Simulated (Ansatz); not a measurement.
## CsNi: relaxing a made-up structure

This structure for CsNi is made up. Its elements were placed in a known structure type with a cell scaled to their sizes. What cell does the guess relax to, and how far off was it?

Main program and level: Ansatz 0.2.0; DFT, PBEsol, plane-wave PAW, files of the set soft_1, scalar-relativistic, ferromagnetic start, cell and ions relaxed at zero pressure; PAW set soft_1.

## Step 1: The starting structure

Symmetry: Cmmm, No. 65, orthorhombic system. Conventional cell: a = 4.404 Å, b = 6.514 Å, c = 6.447 Å, α = 90.00°, β = 90.00°, γ = 90.00°. Nearest to Cs lie 4 Ni at 3.90 Å and 4 Cs at 3.93 Å. Nearest to Ni lie 4 Cs at 3.90 Å and 4 Ni at 3.93 Å. Farther neighbours are not listed.

Coordinates:

```cif
data_structure
_symmetry_space_group_name_H-M 'P 1'
_symmetry_Int_Tables_number 1
_cell_length_a 3.9315
_cell_length_b 3.9315
_cell_length_c 6.4470
_cell_angle_alpha 90.000
_cell_angle_beta 90.000
_cell_angle_gamma 111.876
_cell_volume 92.47
loop_
_atom_site_label
_atom_site_type_symbol
_atom_site_fract_x
_atom_site_fract_y
_atom_site_fract_z
_atom_site_occupancy
Cs1 Cs 0.00000 0.00000 0.00000 1
Ni2 Ni 0.50000 0.50000 0.50000 1
```

## Step 2: Relaxing cell and atoms

The guessed cell has no reason to be at equilibrium. It is relaxed with the atoms, within the space group of the guess.

input.yaml reads:

```yaml
crystal:
  lattice:
    - [2.202, -3.257, 0.0]
    - [2.202, 3.257, 0.0]
    - [0.0, 0.0, 6.447]
  atoms:
    - { symbol: Cs, position: [0.0, 0.0, 0.0] }
    - { symbol: Ni, position: [0.5, 0.5, 0.5], spin: 1.0 }
magnetization:
  spin_polarized: true
kpoints:
  mp_grid: { grid: [7, 7, 4] }
scf:
  occupations: { method: fermi_dirac, width: 0.05 }
hamiltonian:
  xc: pbesol
  pseudopotentials: { kind: paw, azcp: { folder: soft_1 }, xc_functional: pbe }
relax:
  f_tol: 0.015
  max_steps: 70
  cell: {}
output:
  forces: true
  stress: true
```

Launch:

```console
ansatz run input.yaml --threads 4 --pin off --max-ram 8192MiB --backend cpu --events-out ev --progress --plain --runs-dir out
```

Numbers of over 12 decimals in the logs are rounded to 6 here.

What it wrote:

```text
Engine: ansatz 0.2.0, x86_64-unknown-linux-gnu
Pseudopotentials: kind: paw
Pseudopotential: Cs, paw, valence charge 9, recommended cutoff 420 eV (normal), soft_1/Cs.paw.azcp
Pseudopotential: Ni, paw, valence charge 18, recommended cutoff 420 eV (normal), soft_1/Ni.paw.azcp
Functional definition: PBEsol
  exchange = pbesol_x
  correlation = pbesol_c
Crystal: 2 atoms, lattice volume = 92.475 Å³
Basis set: ecut = 420 eV, 1821 PW (Γ), exchange–correlation on 54×54×90 points (8 copies of the dense FFT grid, shifted against one another)
Bands: 18, of which v1, the nominal top of the filled ones, is band 14 counted from 1 (13 counted from 0)
Symmetry: 8 space group operations
Space group: Cmmm (ITA 65), of the structure as read, at distance tolerance 4.5e-5 Å
Magnetic group: BNS 65.481 (UNI 579), of the structure as read, at distance tolerance 4.5e-5 Å
k-points: 48 of 196
Non-local potential: Cs, projectors of the file, l = 0: 3, l = 1: 2, l = 2: 2, l = 3: 2
Non-local potential: Ni, projectors of the file, l = 0: 3, l = 1: 2, l = 2: 3, l = 3: 1
PAW form: soft (Blöchl's): semilocal exchange-correlation on the pseudo side does not see the compensation charge
PAW frozen core: Cs, regenerated for the run's functional, and the local potential with it (the file was generated under x = pbe(κ = 0.804, μ = 0.219515), c = pbe(β = 0.066725))
PAW frozen core: Ni, regenerated for the run's functional, and the local potential with it (the file was generated under x = pbe(κ = 0.804, μ = 0.219515), c = pbe(β = 0.066725))
PAW one-centre angular grid: Cs, 194 points (default); XC on 64 Gauss nodes
PAW one-centre angular grid: Ni, 590 points (default); XC on 64 Gauss nodes
Initial density: superposition of atomic densities (chi_scale 0.1, normalization cell, long waves kept (reshape's long-wave potential 0.02 eV rms))
Starting moments: Σ|m| = 1 μB on 1 of 2 sites
Initial wavefunctions: pseudopotential atomic-orbital guess
Functional: x = pbesol(κ = 0.804, μ = 0.123457), c = pbesol(β = 0.046)
SCF iter   1: F=—  HF=-11387.755383 eV  |F-HF|=—  |Δ(HF+E_count)|=         —  Δρ=5.00e-2 (↑1.49e-2 ↓5.00e-2)  dr2=4.89e0  dr2_m=3.04e-1  M=1.272 μB ∫|m|=1.424 μB  β_m=0.30  ethr=3.10e-3  ⟨swp⟩=6.0  Hψ=9254  notcnv=0
Mixer restart at iter 1: flushing history
preconditioner: auto → Kerker (q_TF=auto, 2.222 Å⁻¹)  [metal: Δε(μ)=0.002 eV  Ē_g=5.973 eV  σ=0.050 eV  W_gap=0.01  n_scr=22 (ndim 8)  ℏωp=15.9 eV  f_vac=0.001  D(μ)=9.17/eV (n_scr^D=110)]
spin=Collinear: Kerker preconditioning applied to the charge; magnetization (m = ρ↑ − ρ↓) channel mixes plain (no charge-response kernel on spin).
SCF iter   2: F=—  HF=-11386.791683 eV  |F-HF|=—  |Δ(HF+E_count)|=   9.64e-1  Δρ=2.26e-2 (↑2.26e-2 ↓1.10e-2)  dr2=5.82e-1  dr2_m=9.10e-2  M=1.172 μB ∫|m|=1.352 μB  β_m=0.29  ethr=3.10e-3  ⟨swp⟩=2.2  Hψ=3514  notcnv=0
SCF iter   3: F=—  HF=-11387.057643 eV  |F-HF|=—  |Δ(HF+E_count)|=   2.66e-1  Δρ=1.17e-2 (↑1.17e-2 ↓8.71e-3)  dr2=3.00e-1  dr2_m=4.71e-2  M=1.148 μB ∫|m|=1.362 μB  β_m=0.52  ethr=2.16e-3  ⟨swp⟩=2.0  Hψ=3298  notcnv=0
SCF iter   4: F=—  HF=-11387.500913 eV  |F-HF|=—  |Δ(HF+E_count)|=   4.43e-1  Δρ=1.49e-2 (↑4.97e-3 ↓1.49e-2)  dr2=2.69e-1  dr2_m=2.27e-2  M=1.041 μB ∫|m|=1.227 μB  β_m=0.76  ethr=1.11e-3  ⟨swp⟩=2.1  Hψ=2677  notcnv=0
SCF iter   5: F=—  HF=-11387.668746 eV  |F-HF|=—  |Δ(HF+E_count)|=         —  Δρ=1.29e-2 (↑1.35e-3 ↓1.29e-2)  dr2=3.09e-2  dr2_m=3.70e-2  M=1.051 μB ∫|m|=1.213 μB  β_m=1.00  ethr=9.96e-4  ⟨swp⟩=2.0  Hψ=2771  notcnv=0
Mixer restart at iter 5: flushing history
SCF iter   6: F=—  HF=-11387.659855 eV  |F-HF|=—  |Δ(HF+E_count)|=   8.89e-3  Δρ=1.07e-2 (↑9.00e-4 ↓1.07e-2)  dr2=9.70e-2  dr2_m=2.34e-2  M=0.957 μB ∫|m|=1.103 μB  β_m=0.76  ethr=1.85e-4  ⟨swp⟩=2.2  Hψ=3388  notcnv=0
SCF iter   7: F=—  HF=-11387.718480 eV  |F-HF|=—  |Δ(HF+E_count)|=   5.86e-2  Δρ=9.90e-3 (↑9.90e-3 ↓8.84e-3)  dr2=1.64e-1  dr2_m=4.89e-4  M=0.969 μB ∫|m|=1.136 μB  β_m=0.55  ethr=1.85e-4  ⟨swp⟩=2.9  Hψ=3894  notcnv=0
SCF iter   8: F=—  HF=-11387.675180 eV  |F-HF|=—  |Δ(HF+E_count)|=   4.33e-2  Δρ=5.30e-3 (↑6.52e-4 ↓5.30e-3)  dr2=2.23e-2  dr2_m=7.03e-3  M=0.928 μB ∫|m|=1.080 μB  β_m=0.38  ethr=1.85e-4  ⟨swp⟩=2.1  Hψ=4026  notcnv=0
SCF iter   9: F=—  HF=-11387.676925 eV  |F-HF|=—  |Δ(HF+E_count)|=   1.74e-3  Δρ=1.52e-3 (↑1.52e-3 ↓1.03e-3)  dr2=8.58e-4  dr2_m=1.14e-3  M=0.924 μB ∫|m|=1.080 μB  β_m=0.72  ethr=8.25e-5  ⟨swp⟩=2.0  Hψ=2725  notcnv=0
SCF iter  10: F=—  HF=-11387.676878 eV  |F-HF|=—  |Δ(HF+E_count)|=   4.68e-5  Δρ=4.08e-4 (↑4.03e-4 ↓4.08e-4)  dr2=1.09e-4  dr2_m=1.18e-4  M=0.915 μB ∫|m|=1.072 μB  β_m=0.71  ethr=3.18e-6  ⟨swp⟩=2.0  Hψ=2600  notcnv=0
SCF iter  11: F=—  HF=-11387.676901 eV  |F-HF|=—  |Δ(HF+E_count)|=   2.30e-5  Δρ=2.18e-4 (↑3.13e-5 ↓2.18e-4)  dr2=4.16e-5  dr2_m=1.01e-5  M=0.911 μB ∫|m|=1.068 μB  β_m=0.85  ethr=4.05e-7  ⟨swp⟩=2.0  Hψ=2267  notcnv=0
SCF iter  12: F=—  HF=-11387.676910 eV  |F-HF|=—  |Δ(HF+E_count)|=   9.28e-6  Δρ=2.03e-5 (↑1.75e-5 ↓2.03e-5)  dr2=9.08e-7  dr2_m=2.31e-7  M=0.910 μB ∫|m|=1.068 μB  β_m=0.91  ethr=1.54e-7  ⟨swp⟩=2.0  Hψ=2505  notcnv=0
SCF iter  13: F=—  HF=-11387.676910 eV  |F-HF|=—  |Δ(HF+E_count)|=   1.90e-7  Δρ=8.67e-6 (↑5.62e-6 ↓8.67e-6)  dr2=2.52e-7  dr2_m=1.33e-8  M=0.910 μB ∫|m|=1.068 μB  β_m=0.96  ethr=3.36e-9  ⟨swp⟩=2.3  Hψ=2421  notcnv=0
SCF iter  14: F=—  HF=-11387.676910 eV  |F-HF|=—  |Δ(HF+E_count)|=   3.23e-8  Δρ=5.12e-6 (↑2.06e-6 ↓5.12e-6)  dr2=5.84e-8  dr2_m=2.53e-9  M=0.910 μB ∫|m|=1.068 μB  β_m=0.98  ethr=9.32e-10  ⟨swp⟩=2.1  Hψ=2062  notcnv=0
SCF iter  15: F=—  HF=-11387.676910 eV  |F-HF|=—  |Δ(HF+E_count)|=   5.77e-9  Δρ=5.18e-6 (↑7.02e-7 ↓5.18e-6)  dr2=2.14e-8  dr2_m=6.49e-9  M=0.910 μB ∫|m|=1.068 μB  β_m=0.99  ethr=2.16e-10  ⟨swp⟩=2.3  Hψ=5372  notcnv=0
SCF iter  16: F=-11387.676910 eV  HF=-11387.676910 eV  |F-HF|=1.61e-9  |Δ(HF+E_count)|=   1.53e-9  Δρ=1.56e-6 (↑1.79e-7 ↓1.56e-6)  dr2=2.08e-9  dr2_m=4.65e-10  M=0.910 μB ∫|m|=1.068 μB  ethr=7.94e-11  ⟨swp⟩=3.0  Hψ=4046  notcnv=0
SCF 1 converged in 16 iterations: F = -11387.676910 eV  dr2 = 2.08e-9
  greatest PAW one-centre occupation: 1.002 electrons in one spin orbital (limit 2), on the Ni atom at site 1 (counted from 0), in its partial waves of l = 1
relax step   1: F+E_penalty+E_count = -11387.67691024 eV  Δ(F+E_penalty+E_count) = +0.000e0 eV  max|allowed force component| = 6.052e-28 eV/Å  Δτ_max = 0.0000 Å  P = -2.646 GPa  Ω = 92.475 Å³  (16 SCF iters, dr2 threshold 1.00e-7 eV, accepted)
Crystal: 2 atoms, lattice volume = 87.422 Å³
[...]
relax step   5: F+E_penalty+E_count = -11388.33736895 eV  Δ(F+E_penalty+E_count) = -1.327e-1 eV  max|allowed force component| = 1.282e-29 eV/Å  Δτ_max = 0.0000 Å  P = -1.444 GPa  Ω = 62.528 Å³  energy of the carried Pulay correction = +2.055e-3 eV  (12 SCF iters, dr2 threshold 2.00e-7 eV, accepted)
relax step   6: F+E_penalty+E_count = -11388.39880393 eV  Δ(F+E_penalty+E_count) = -6.143e-2 eV  max|allowed force component| = 1.282e-29 eV/Å  Δτ_max = 0.0000 Å  P = -0.156 GPa  Ω = 58.750 Å³  energy of the carried Pulay correction = +2.365e-3 eV  (11 SCF iters, dr2 threshold 2.00e-7 eV, accepted)
relax step   7: F+E_penalty+E_count = -11388.41678248 eV  Δ(F+E_penalty+E_count) = -1.798e-2 eV  max|allowed force component| = 5.167e-29 eV/Å  Δτ_max = 0.0000 Å  P = -0.146 GPa  Ω = 59.555 Å³  energy of the carried Pulay correction = +2.288e-3 eV  (9 SCF iters, dr2 threshold 2.00e-7 eV, accepted)
relax step   8: F+E_penalty+E_count = -11388.42989886 eV  Δ(F+E_penalty+E_count) = -1.312e-2 eV  max|allowed force component| = 3.944e-31 eV/Å  Δτ_max = 0.0000 Å  P = +0.001 GPa  Ω = 59.203 Å³  energy of the carried Pulay correction = +2.320e-3 eV  (8 SCF iters, dr2 threshold 2.00e-7 eV, accepted)
relax step   9: F+E_penalty+E_count = -11388.43129899 eV  Δ(F+E_penalty+E_count) = -1.400e-3 eV  max|allowed force component| = 2.514e-29 eV/Å  Δτ_max = 0.0000 Å  P = +0.003 GPa  Ω = 58.766 Å³  energy of the carried Pulay correction = +2.369e-3 eV  (11 SCF iters, dr2 threshold 1.63e-7 eV, accepted)
relax step  10: F+E_penalty+E_count = -11388.43137471 eV  Δ(F+E_penalty+E_count) = -7.571e-5 eV  max|allowed force component| = 2.514e-29 eV/Å  Δτ_max = 0.0000 Å  P = +0.003 GPa  Ω = 58.819 Å³  energy of the carried Pulay correction = +2.362e-3 eV  (9 SCF iters, dr2 threshold 1.18e-8 eV, accepted)
relax step  11: F+E_penalty+E_count = -11388.43065375 eV  Δ(F+E_penalty+E_count) = +7.210e-4 eV  max|allowed force component| = 2.514e-29 eV/Å  Δτ_max = 0.0000 Å  P = +0.032 GPa  Ω = 58.819 Å³  stress off target by 1.22e-1 GPa  SCF on the basis re-selected at this cell (its energy is not comparable with the rows above)  (17 SCF iters)
relax step  12: F+E_penalty+E_count = -11388.43086234 eV  Δ(F+E_penalty+E_count) = -2.086e-4 eV  max|allowed force component| = 2.524e-29 eV/Å  Δτ_max = 0.0000 Å  P = +0.010 GPa  Ω = 58.991 Å³  energy of the carried Pulay correction = -1.560e-5 eV  (9 SCF iters, dr2 threshold 3.70e-8 eV, accepted)
relax step  13: F+E_penalty+E_count = -11388.43087011 eV  Δ(F+E_penalty+E_count) = -7.771e-6 eV  max|allowed force component| = 1.272e-29 eV/Å  Δτ_max = 0.0000 Å  P = -0.000 GPa  Ω = 59.060 Å³  energy of the carried Pulay correction = -2.184e-5 eV  (12 SCF iters, accepted)
iter 1 solved again at ethr=2.12e-7 eV; its pass at ethr=3.10e-3 eV (dr2=5.72e-5 eV) is discarded
SCF iter   1: F=—  HF=-11388.430815 eV  |F-HF|=—  |Δ(HF+E_count)|=         —  Δρ=1.06e-4 (↑9.47e-5 ↓1.06e-4)  dr2=5.07e-7  dr2_m=4.52e-8  M=0.606 μB ∫|m|=0.711 μB  β_m=0.65  ethr=2.12e-7  ⟨swp⟩=3.0  Hψ=13561  notcnv=0
preconditioner: auto → none  [metal: Δε(μ)=0.055 eV  Ē_g=7.127 eV  σ=0.050 eV  W_gap=0.25  n_scr=6 (ndim 8)  ℏωp=19.9 eV  f_vac=0.001  D(μ)=4.46/eV (n_scr^D=48)]
SCF iter   2: F=—  HF=-11388.430877 eV  |F-HF|=—  |Δ(HF+E_count)|=   6.18e-5  Δρ=3.71e-5 (↑3.35e-5 ↓3.71e-5)  dr2=7.17e-8  dr2_m=7.95e-9  M=0.606 μB ∫|m|=0.711 μB  β_m=0.63  ethr=1.88e-9  ⟨swp⟩=2.0  Hψ=2216  notcnv=0
SCF iter   3: F=—  HF=-11388.430884 eV  |F-HF|=—  |Δ(HF+E_count)|=   7.55e-6  Δρ=1.09e-5 (↑1.09e-5 ↓7.55e-6)  dr2=9.68e-8  dr2_m=2.48e-9  M=0.606 μB ∫|m|=0.711 μB  β_m=0.45  ethr=2.66e-10  ⟨swp⟩=2.1  Hψ=3023  notcnv=0
SCF iter   4: F=—  HF=-11388.430884 eV  |F-HF|=—  |Δ(HF+E_count)|=   5.18e-8  Δρ=2.00e-6 (↑1.01e-6 ↓2.00e-6)  dr2=1.77e-9  dr2_m=3.40e-10  M=0.606 μB ∫|m|=0.711 μB  β_m=0.59  ethr=2.66e-10  ⟨swp⟩=2.0  Hψ=2270  notcnv=0
SCF iter   5: F=—  HF=-11388.430885 eV  |F-HF|=—  |Δ(HF+E_count)|=   5.47e-7  Δρ=6.03e-7 (↑4.59e-7 ↓6.03e-7)  dr2=4.49e-11  dr2_m=1.16e-10  M=0.606 μB ∫|m|=0.711 μB  β_m=0.70  ethr=6.55e-12  ⟨swp⟩=2.2  Hψ=2647  notcnv=0
SCF iter   6: F=—  HF=-11388.430885 eV  |F-HF|=—  |Δ(HF+E_count)|=  5.73e-10  Δρ=5.97e-7 (↑3.31e-7 ↓5.97e-7)  dr2=3.06e-11  dr2_m=1.11e-10  M=0.606 μB ∫|m|=0.711 μB  β_m=0.85  ethr=1.00e-12  ⟨swp⟩=1.6  Hψ=1921  notcnv=0
SCF iter   7: F=—  HF=-11388.430885 eV  |F-HF|=—  |Δ(HF+E_count)|=  2.71e-10  Δρ=2.73e-7 (↑2.29e-7 ↓2.73e-7)  dr2=1.33e-11  dr2_m=2.74e-11  M=0.606 μB ∫|m|=0.711 μB  β_m=0.92  ethr=1.00e-12  ⟨swp⟩=2.0  Hψ=2268  notcnv=0
SCF iter   8: F=—  HF=-11388.430885 eV  |F-HF|=—  |Δ(HF+E_count)|=  3.09e-11  Δρ=1.40e-7 (↑3.71e-8 ↓1.40e-7)  dr2=3.95e-12  dr2_m=2.99e-12  M=0.606 μB ∫|m|=0.711 μB  β_m=0.96  ethr=1.00e-12  ⟨swp⟩=1.0  Hψ=1728  notcnv=0
SCF iter   9: F=-11388.430885 eV  HF=-11388.430885 eV  |F-HF|=0.00e0  |Δ(HF+E_count)|=  3.64e-12  Δρ=1.14e-7 (↑1.86e-8 ↓1.14e-7)  dr2=2.11e-12  dr2_m=1.69e-12  M=0.606 μB ∫|m|=0.711 μB  ethr=1.00e-12  ⟨swp⟩=4.0  Hψ=6799  notcnv=0
SCF 14 converged in 9 iterations: F = -11388.430885 eV  dr2 = 2.11e-12
relax step  14: F+E_penalty+E_count = -11388.43088503 eV  Δ(F+E_penalty+E_count) = -1.491e-5 eV  max|allowed force component| = 1.252e-29 eV/Å  Δτ_max = 0.0000 Å  P = -0.000 GPa  Ω = 59.060 Å³  stress off target by 1.35e-3 GPa  SCF on the basis re-selected at this cell (its energy is not comparable with the rows above)  (9 SCF iters)
basis re-selected at this cell: Δ(F+E_penalty+E_count) = -1.491e-5 eV, ΔP = -0.000 GPa vs the last step (what re-selecting the basis moved, of the pressure what is left beyond the Pulay correction that the steps carried, after the strain that the cell walked since its last selection, with what the two solves' SCF thresholds leave and, on support functions, any second-order correction that the steps lacked; it is no m [...]
SCF converged after 9 iterations
Magnetization: 0.6059 μB (13.8030 up, 13.1970 down)
Absolute magnetization: 0.7115 μB (∫|ρ↑−ρ↓|, with the PAW one-centre terms)
Spin contamination: 0.0264 ħ² per cell (⟨S²⟩ above its minimum at these occupations)
Per-site moments (μB) at R_I (Å): [(-0.012326, 1.425758), (0.651425, 1.425758)]
Free energy (F): -11388.430885 eV
Harris-Foulkes:  -11388.430885 eV  (|F-HF|=0.00e0)
Internal energy: -11388.391978 eV  (E = F + TS)
E sigma→0 (E₀):  -11388.411432 eV
Entropy (-TS):   -0.038907 eV (-19.453 meV/atom)
Fermi energy:    8.086928 eV
--- Per-component energies (eV) ---
  E_band       = -462.674800
  E_kinetic    = 485.253665
  E_local      = -4648.792561  (includes V_loc(G=0)·N_el)
  E_nonlocal   = -83.139345
  E_hartree    = 2343.464995
  E_xc         = -287.374053
  E_vxc        = -279.100636  (∫ρ·V_xc dr)
  E_paw        = -6609.400426  (= ΣΔE_a)
  E_vpaw       = -623.826792  (= ΣTr[D̂ρ^β])
  E_aug_tail   = 0.000878  (compensation charges beyond the density's cutoff)
  E_ewald      = -2588.746585
  E_core_change = 0.341453  (= ΣΔE_core)
  E_smearing   = -0.038907  (= −TS)
  E_closure    = -0.000000  (closes the sum)
  Σ components = -11388.430885   (vs F -11388.430885, Δ=0.00e0)
--- Forces (eV/Å), atoms counted from 1 ---
  atom   1  Cs    -0.00000000     0.00000000     0.00000000
  atom   2  Ni    -0.00000000     0.00000000     0.00000000
  max |Σ_I F_I| component: 2.54e-29 eV/Å
--- Stress (GPa, compression-positive) ---
       -0.001349       0.000000       0.000000
        0.000000       0.000921      -0.000000
        0.000000      -0.000000      -0.000480
  P = ⅓ Tr σ = -0.0003 GPa (-0.003 kbar)
--- Relaxed structure (12 steps of the walk, 12 accepted, 2 SCFs on fresh bases) ---
  F+E_penalty+E_count = -11388.43088503 eV   max|allowed force component| = 1.252e-29 eV/Å   (the final SCF, on the basis selected at the relaxed cell)
  cell:  # Å, volume = 59.0602 Å³
    - [2.472498, -2.471946, 0]
    - [2.472498, 2.471946, 0]
    - [0, 0, 4.831592]
  atoms:
    - { symbol: Cs, position: [0, 0, 0] }
    - { symbol: Ni, position: [0.5, 0.5, 0.5] }
```

Wall time 14 s (4 threads of AMD EPYC 9B45 (Zen 5), shared host); peak memory 0.55 GiB; 51 s of CPU time.

The steps of the relaxation:

| step | energy less that of the first step (eV) | largest force component (eV/Å) | pressure (GPa) | volume (Å³) |
| --- | --- | --- | --- | --- |
| 1 | 0.0000 | 0.0000 | -2.65 | 92.47 |
| 2 | -0.1709 | 0.0000 | -2.66 | 87.42 |
| 3 | -0.3355 | 0.0000 | -2.59 | 81.54 |
| 4 | -0.5278 | 0.0000 | -2.38 | 71.12 |
| 5 | -0.6605 | 0.0000 | -1.44 | 62.53 |
| 6 | -0.7219 | 0.0000 | -0.16 | 58.75 |
| 7 | -0.7399 | 0.0000 | -0.15 | 59.56 |
| 8 | -0.7530 | 0.0000 | 0.00 | 59.20 |
| 9 | -0.7544 | 0.0000 | 0.00 | 58.77 |
| 10 | -0.7545 | 0.0000 | 0.00 | 58.82 |
| 11* | -0.7537 | 0.0000 | 0.03 | 58.82 |
| 12 | -0.7540 | 0.0000 | 0.01 | 58.99 |
| 13 | -0.7540 | 0.0000 | 0.00 | 59.06 |
| 14* | -0.7540 | 0.0000 | 0.00 | 59.06 |

Relaxation steps marked * repeat the geometry before them on a plane-wave basis chosen anew for their cell, so energy and pressure can jump there.

Forces are held to the 8 operations that the run works with; a distortion that breaks them can't arise in this run.

| cell as run | before | after | change |
| --- | --- | --- | --- |
| a (Å) | 3.932 | 3.496 | -11.1 % |
| b (Å) | 3.932 | 3.496 | -11.1 % |
| c (Å) | 6.447 | 4.832 | -25.1 % |
| γ (°) | 111.88 | 89.99 | -19.6 % |
| volume (Å³/atom) | 46.24 | 29.53 | -36.1 % |

The relaxed structure:

```xyz
2
Lattice="2.4725 -2.4719 0.0000 2.4725 2.4719 0.0000 0.0000 0.0000 4.8316" Properties=species:S:1:pos:R:3 pbc="T T T"
Cs    0.0000    0.0000    0.0000
Ni    2.4725    0.0000    2.4158
```

This step gave:

```yaml
free_energy: -11388.4309 eV
energy_at_zero_smearing: -11388.4114 eV
smearing_term_ts: 0.03891 eV
fermi_energy: 8.087 eV
magnetization: 0.6059 μB
absolute_magnetization: 0.7115 μB
site_moments: -0.01233, 0.6514 μB
electrons: 27
symmetry_operations: 8
pressure: -3.03e-4 GPa
```

Site moment by atom:

| atom | site moment (μB) |
| --- | --- |
| Cs1 | -0.012 |
| Ni2 | 0.651 |

The shortest distance of each pair, which need not be the same contact before and after:

| pair | guess (Å) | relaxed (Å) |
| --- | --- | --- |
| Cs–Ni | 3.904 | 3.456 |
| Cs–Cs | 3.932 | 3.496 |
| Ni–Ni | 3.932 | 3.496 |

The relaxation ends with a pressure of 0.00 GPa.

## Step 3: Summary of results

* space group, relaxed: P4/mmm
* conventional cell: a = 3.496, b = 3.496, c = 4.832 Å; α = 90.0°, β = 90.0°, γ = 90.0°
* volume per atom: 29.53 Å³ (guess 46.24)
* total moment: 0.61 μB in the cell of 2 atoms

In words: CsNi relaxes to P4/mmm with a = 3.496, b = 3.496 and c = 4.832 Å. The guessed volume was 57 % too large. The symmetry rose from Cmmm to P4/mmm, so the distortion of the structure type doesn't survive with these elements. The input starts from parallel moments, and no other start was typed. Mesh and cutoff weren't tested. A vector of the cell changed its length by 25 %, so the starting arrangement is largely lost and the mesh was laid for another shape. Spin-orbit coupling is left out, which can matter for elements this heavy. No dispersion term is used, so weakly bound directions may come out too long. Nothing here tests whether the compound is stable against decomposition.

[Logs are printed without paths, hosts, clocks, repeated set-up lines and the standing remarks that a program may print on its own settings, such as how far it seeks lower states.]

[Hosts, paths, dates, database ids (printed as entryN), source tags and the programs' standing remarks are cut or masked in the printed files.]
